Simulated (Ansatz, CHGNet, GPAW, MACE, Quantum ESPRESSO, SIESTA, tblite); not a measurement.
# tblite on amorphous Hg20Zn15S35 (70 atoms): settings against a plane-wave reference

Aim: run amorphous Hg20Zn15S35 (70 atoms) in tblite and see how near its forces come to a plane-wave reference, and at what cost.

Calculated with tblite 0.8.0; the method is named at each step.

### Step 1. Starting point

The cell holds 70 atoms: 20 Hg, 15 Zn and 35 S. Its edges and angles: a = 11.824 Å, b = 11.824 Å, c = 11.824 Å, α = 90.0°, β = 90.0°, γ = 90.0°. 70 atoms (20 Hg, 15 Zn, 35 S) placed at random at 6.14 g/cm³, melted at 2500 K for 10 ps at fixed volume with the Stillinger-Weber II-VI potential (Zhou et al., Phys. Rev. B 88, 085309 (2013)). Quenched from 2500 K to 700 K at 500 K/ps and fixed volume, held 5 ps, then minimised at fixed cell. Then every atom was moved at random, 0.03 Å r.m.s. a Cartesian component.

The yardstick, on the same geometry:

* method: Kohn-Sham DFT, PBE, SSSP efficiency 1.3.0 pseudopotentials, plane waves (Quantum ESPRESSO 7.5); sssp-pbe-1.3.0-efficiency, cutoffs 45/360 Ry, Γ point
* r.m.s. force component: 0.4077 eV/Å
* longest force: 1.413 eV/Å
* pressure: -2.436 GPa
* time: 8.8 min on 4 MPI ranks of Arm Neoverse V1, shared host
* CPU time: 35 min

### Step 2. GFN1-xTB

Method: GFN1-xTB tight binding, diagonalisation.

Input file run.py:

```python
import numpy as np
from ase.io import read
from tblite.ase import TBLite

atoms = read("structure.xyz")
atoms.calc = TBLite(method="GFN1-xTB", electronic_temperature=580, accuracy=1.0, max_iterations=250, mixer_damping=0.4, verbosity=1)
energy = atoms.get_potential_energy()
forces = atoms.get_forces()
print(f"energy {energy:.6f} eV")
print("forces (eV/A)")
for i, (a, f) in enumerate(zip(atoms, forces)):
    print(f"{i:4d} {a.symbol:2s} {f[0]:10.5f} {f[1]:10.5f} {f[2]:10.5f}")
stress = -atoms.get_stress(voigt=False) * 160.21766
print("stress (GPa, compression positive)")
for row in stress:
    print(" ".join(f"{x:10.4f}" for x in row))
print("charges (e)")
print(np.array2string(atoms.get_charges(), precision=4, suppress_small=True, max_line_width=110, threshold=100000))
```

Input file structure.xyz:

```xyz
70
Lattice="11.82420 0.00000 0.00000 0.00000 11.82420 0.00000 0.00000 0.00000 11.82420" Properties=species:S:1:pos:R:3 pbc="T T T"
Hg 8.89180 3.91866 2.40126
Hg 2.74783 8.44709 2.92282
Hg 0.18280 1.20571 8.41576
Hg 0.98141 0.57300 5.10794
Hg 2.95972 5.82543 10.51786
Hg 4.76645 8.87477 0.20633
Hg 3.33064 0.26593 10.69475
Hg 3.00193 10.15155 8.07841
Hg 6.13286 6.89398 9.78074
Hg 3.10090 3.61620 1.18656
Hg 9.23174 10.21292 5.73710
Hg 4.70863 6.90261 6.15249
Hg 6.50059 0.37424 10.50746
Hg 3.25946 0.52417 2.53546
Hg 6.03720 4.69054 0.77555
Hg 6.32938 9.97040 8.04412
Hg 6.13641 9.80853 4.13268
Hg 7.90980 1.45781 5.51611
Hg 6.30927 3.71812 8.25897
Hg 9.83253 11.06390 10.16255
Zn 8.15621 6.32547 4.98496
Zn 0.75509 9.50618 11.41414
Zn 5.18503 3.49133 4.50443
Zn 0.04671 6.50899 8.31017
Zn 2.52801 4.03938 7.48283
Zn 8.19914 8.12122 1.74431
Zn 8.88163 7.58877 7.73102
Zn 2.01047 4.86176 3.91570
Zn 10.91929 4.97775 5.71133
Zn 0.07709 1.75779 1.02823
Zn 9.95326 3.65521 9.68118
Zn 8.59418 11.70726 1.48701
Zn 11.34343 5.94958 0.45322
Zn 0.24015 8.40393 5.20832
Zn 4.12511 0.54983 6.57863
S 0.75001 3.86864 9.19308
S 9.55726 9.60125 3.14382
S 7.02984 8.16721 6.03862
S 5.30516 2.34947 2.36839
S 0.67457 7.13330 10.57474
S 7.13874 0.22762 3.51214
S 11.09122 11.27650 0.81575
S 1.21576 2.43661 3.20731
S 0.71264 10.32040 3.52267
S 10.51491 6.83261 4.11340
S 4.37188 5.36783 8.18849
S 4.35509 5.59344 3.95732
S 2.70325 10.36923 0.79707
S 3.92753 10.95370 4.64431
S 9.16340 6.94057 11.73032
S 7.26183 6.08249 2.72169
S 9.64713 5.30824 7.66078
S 3.28937 2.55474 5.67278
S 7.75112 2.01082 0.39516
S 10.51266 3.63405 0.24523
S 10.40269 0.73168 6.41014
[... 10 atom lines left out ...]
S 1.93976 2.17305 11.30464
S 9.03676 1.45899 9.11681
S 8.20410 9.04078 9.61556
S 6.38838 0.85453 7.68136
```

Command:

```
$ OMP_NUM_THREADS=1 python run.py > output.txt
```

Log:

```text
------------------------------------------------------------
  cycle        total energy    energy error   density error
------------------------------------------------------------
      1     -158.5103003698  -1.5806763E+02   6.8315770E-01
      2     -148.0045601104   1.0505740E+01   5.5145209E-01
      3     -152.0853693175  -4.0808092E+00   6.3973729E-01
      4     -150.3757222285   1.7096471E+00   4.3232141E-01
      5     -159.0154227070  -8.6397005E+00   3.1473083E-01
      6     -159.3520863373  -3.3666363E-01   1.9814844E-01
      7     -160.2872344675  -9.3514813E-01   2.3168149E-01
      8     -160.9042377082  -6.1700324E-01   1.8098693E-01
      9     -161.1846548083  -2.8041710E-01   1.5534383E-01
     10     -161.1921284888  -7.4736805E-03   1.5416360E-01
     11     -160.9739418934   2.1818660E-01   1.5513049E-01
     12     -160.8163035670   1.5763833E-01   1.5513868E-01
     13     -161.2542535451  -4.3794998E-01   8.2154526E-02
     14     -161.2333653403   2.0888205E-02   6.1674692E-02
     15     -161.3596028928  -1.2623755E-01   2.4522507E-02
     16     -161.3776043515  -1.8001459E-02   1.6526343E-02
     17     -161.3859342539  -8.3299024E-03   8.9487792E-03
     18     -161.3860901794  -1.5592549E-04   7.3599939E-03
     19     -161.3876659784  -1.5757990E-03   4.0315718E-03
     20     -161.3880700731  -4.0409463E-04   2.4846987E-03
     21     -161.3881749429  -1.0486984E-04   1.9000483E-03
     22     -161.3882430908  -6.8147928E-05   9.2579218E-04
     23     -161.3882601279  -1.7037084E-05   4.9754298E-04
     24     -161.3882672696  -7.1416987E-06   2.4474035E-04
     25     -161.3882683252  -1.0555536E-06   1.2865048E-04
     26     -161.3882683927  -6.7556442E-08   1.3777024E-04
     27     -161.3882688371  -4.4439011E-07   5.1778172E-05
     28     -161.3882688893  -5.2239898E-08   3.6331267E-05
     29     -161.3882689110  -2.1702419E-08   1.6126028E-05
------------------------------------------------------------
 total:                                   3.606 sec
energy -4391.598485 eV
forces (eV/A)
   0 Hg    0.40042   -0.13244   -0.45308
   1 Hg   -0.77226    0.03842    0.50962
   2 Hg   -0.70521    0.31703    0.41949
   3 Hg   -0.29555    0.32234   -0.60132
   4 Hg   -1.00789   -0.03128   -0.33958
   5 Hg    0.49117   -0.17228    0.29753
   6 Hg    0.95969   -0.25153   -0.37983
   7 Hg    0.24255   -0.31578   -0.11237
   8 Hg    0.80089    0.04020    0.49576
   9 Hg    0.15224   -0.08671    0.61500
  10 Hg    0.99056   -0.09574   -0.31888
  11 Hg   -0.73324   -0.02133   -0.56884
  12 Hg   -0.02919    0.53794    0.39894
  13 Hg    0.09229    0.15482    0.42839
  14 Hg    0.91369   -0.66256    0.39597
  15 Hg   -0.06528    0.01821    0.18852
  16 Hg    0.16110    0.36378   -0.31969
  17 Hg    0.85284    0.95060    0.43686
  18 Hg    0.95986   -0.37185   -0.29626
  19 Hg    0.26477   -0.12566    0.49662
  20 Zn    0.30211   -0.70654   -0.55397
  21 Zn   -0.47595    0.04839    0.19949
  22 Zn    0.35009    0.15736   -0.07259
  23 Zn   -0.24506   -0.11831   -0.06097
[...]
62 S    -0.60982    0.08733   -0.55938
  63 S     0.23585    0.55840   -0.22269
  64 S    -0.56024    0.26385    0.28630
  65 S    -0.51268   -0.15692   -0.36005
  66 S    -0.19457    0.43365    0.00752
  67 S     0.48578   -0.10022    0.55933
  68 S    -0.36097   -0.26336   -0.94303
  69 S    -0.42041    0.11617   -0.35456
stress (GPa, compression positive)
   -2.1540    -0.1893    -0.3750
   -0.1893    -3.3160    -0.8037
   -0.3750    -0.8037    -1.7515
charges (e)
[ 0.2025  0.2012  0.1715  0.187   0.1742  0.1458  0.0543  0.0382  0.1196  0.1788  0.1744  0.1959  0.0728
  0.201   0.1747  0.1139  0.2117  0.1877  0.1925  0.1906  0.4265  0.4251  0.4247  0.4283  0.4141  0.3977
  0.409   0.4221  0.4387  0.4045  0.4333  0.41    0.4147  0.4215  0.3368 -0.2859 -0.2252 -0.263  -0.2436
 -0.2859 -0.2651 -0.2748 -0.2656 -0.2541 -0.2799 -0.2544 -0.3185 -0.2263 -0.2719 -0.2826 -0.2875 -0.3477
 -0.3168 -0.2219 -0.2814 -0.2134 -0.3105 -0.2081 -0.2214 -0.2804 -0.2706 -0.3376 -0.2991 -0.2375 -0.2846
 -0.2676 -0.2758 -0.2586 -0.2308 -0.2473]
```

The job ended after 4.2 s (1 thread of Arm Neoverse V1, shared host; peak memory 0.14 GiB).

Banners, paths, timers and routine set-up lines are dropped from the logs unmarked, and long logs keep their key lines alone; longer cuts are marked.

Compared with the plane-wave run:

```yaml
r_m_s_force_component: 0.4564 eV/Å
r_m_s_difference_of_force_components: 312.9 meV/Å
longest_difference_of_force_vectors: 1165 meV/Å
force_difference_over_r_m_s_force: 76.76 %
slope_of_forces_against_the_reference_s: 0.8319
correlation_of_force_components: 0.7432
pressure: -2.407 GPa
pressure_difference: 0.0291 GPa
```

Length of the force difference by element (eV/Å):

```tsv
element	atoms	mean	most
Hg	20	0.52	0.96
S	35	0.53	1.2
Zn	15	0.37	0.74
```

A closer look about S59, which bears the longest force: 9 atoms, nearest first, numbered in the order of the input, with positions taken from that point.

```tsv
atom	x	y	z	distance (Å)	bonds	Mulliken charge (e)	Fx	Fy	Fz (eV/Å)
S59	0.00	0.00	0.00	0.00	4	-0.22	-1.58	0.43	-0.38
Zn31	2.33	-0.97	-0.69	2.62	5	0.43	-0.36	0.02	0.19
Hg19	-1.31	-0.91	-2.11	2.65	4	0.19	0.96	-0.37	-0.30
Hg15	-1.58	0.06	2.23	2.74	4	0.17	0.91	-0.66	0.40
Hg9	-1.49	2.27	-0.59	2.77	3	0.12	0.80	0.04	0.50
S50	1.54	2.31	1.36	3.09	2	-0.28	0.38	0.44	0.45
S54	0.13	-2.62	1.85	3.21	3	-0.22	0.04	-0.17	0.42
S52	2.03	0.68	-2.71	3.45	4	-0.35	0.51	0.62	0.71
S55	2.89	-0.99	1.70	3.50	4	-0.28	0.41	0.22	0.53
```

Atoms are counted from 1 here, from 0 in the log.

Forces lie 77 % from the reference's, at 0.0020 times its CPU time (on 1 against 4 cores).

### Step 3. Outcome

| Item | Value |
| --- | --- |
| force difference from the reference | tblite GFN1-xTB, 77 % |
| its CPU time | 4.2 s |

Tight binding differs by 77 % (tblite GFN1-xTB); it is another model, with fitted parameters of its own, and the xTB methods hold dispersion. One electronic-structure run takes under half the reference's CPU time: tblite GFN1-xTB, at 77 % in 4.2 s against 35 min, too far off to be of use. Periodic xTB results under one method name differ between programs and library versions. The reference's pressure holds the uncorrected Pulay stress of its 45 Ry basis, so small pressure differences, and their order, may be the reference's own error. The quench rate of 500 K/ps is many orders above laboratory rates, so the cell is likely richer in defects and strain than a real sample. The network of bonds at the start is that of the classical potential that made the cell, and needn't be the one that DFT or experiment would give. The reference's pressure of -2.4 GPa belongs to a cell and atoms that aren't relaxed at this level. The electronic-structure runs sample only Γ, in a cell whose shortest periodic width is 12 Å, which is coarse for a cell with partly filled levels. Spin–orbit coupling is left out, which matters for the levels of the heavy elements.

[Also dropped from logs without a mark: logging warnings of Python, and SIESTA's first energy breakdown and zero terms.]

[Logs are printed without paths, hosts, clocks, repeated set-up lines and the standing remarks that a program may print on its own settings, such as how far it seeks lower states.]

[Hosts, paths, dates, database ids (printed as entryN), source tags and the programs' standing remarks are cut or masked in the printed files.]
